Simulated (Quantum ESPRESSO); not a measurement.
# Dipole at the next field: 1T-VSSe, 1 layer

How the rows were computed: Quantum ESPRESSO 7.5, RPBE, GBRV ultrasoft, PBE files; sawtooth field along the normal with dipole correction, ions clamped, threshold 1e-9 Ry; cell area 9.298 Å².

```
field (V/Å)  dipole (e Å a cell)
          0             −0.02634
        0.1              0.00023
        0.2              0.02682
```

To predict: What is the dipole at −0.2 V/Å, and what electrostatic thickness 4πα/A follows from the rows?

By hand: The slope is (0.02682 − (−0.02634))/0.2 = 0.2658 e Å²/V, so 4πα/A = 180.95 × 0.2658/9.298 = 5.17 Å. Linear response gives p = −0.02634 + 0.2658 × (−0.2) = −0.07950 e Å; a parabola through the three rows gives −0.07942.

What the calculation gave: p = −0.07941 e Å. The line misses by 0.2 % of the induced dipole and the parabola by 0.0 %. The response is linear over this range.

**Limits.** Electrons alone respond; local and semilocal functionals tend to overscreen.

[Logs are printed without paths, hosts, clocks, repeated set-up lines and the standing remarks that a program may print on its own settings, such as how far it seeks lower states.]
